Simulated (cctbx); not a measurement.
# Absolute structure of Pr4P3

Space group I-43d (no. 220), a = 9.2100 Å, b = 9.2100 Å, c = 9.2100 Å, α = 90.00°, β = 90.00°, γ = 90.00°.

```csv
atom,mult.,x,y,z,Ueq (Å²)
Pr1,16,0.3277,0.1723,0.8277,0.0023
P1,12,1/8,1/2,1/4,0.0063
```

The model was made for the exercise: a known structure type with other elements put in, its volume estimated, not relaxed; displacement parameters are assumed.

Data sets are simulated with cctbx and refined with Bijvoet mates kept apart; Flack x is then fitted as the share of an inverted twin with the atoms fixed, Hooft y from the Bijvoet differences. The group is acentric but holds improper operations, so there is an absolute structure (orientation) and no hand.

Untwinned crystal. What Flack and Hooft values should come out?

```
  λ (Å)  extinction (unmodelled)  d min (Å)  top counts  error (%)     model      R1  Flack x   s.u.  Hooft y   s.u.  pairs
0.71073                      0.3       0.77       70000          4  as given  0.0112    -0.01   0.02   -0.028  0.015     62
0.71073                      0.3       0.77       70000          4  inverted  0.0203     0.99   0.03    1.038  0.015     62
1.54184                        0       0.83       70000          2  as given  0.0020    0.005  0.001    0.001  0.003     50
```

With Mo Kα, x is within 3 s.u. of 0, so the absolute structure is right. With Cu Kα, x is close to 0 but 5 s.u. off; with the atoms held fixed the s.u. tends to be too small. Inverting the model turns x into about 1 − x.

A further crystal gives:

```csv
λ (Å),extinction (unmodelled),d min (Å),top counts,error (%),model,R1,Flack x,s.u.,Hooft y,s.u.,pairs
0.56087,0.1,0.65,40000,3,as given,0.0074,0.48,0.03,0.472,0.016,108
```

**Question.** What is it?

It was simulated as an inversion twin with a fraction 0.5 of the inverted domain. Flack x is over 3 s.u. from both 0 and 1 and reads that fraction.

[Logs are printed without paths, hosts, clocks, repeated set-up lines and the standing remarks that a program may print on its own settings, such as how far it seeks lower states.]
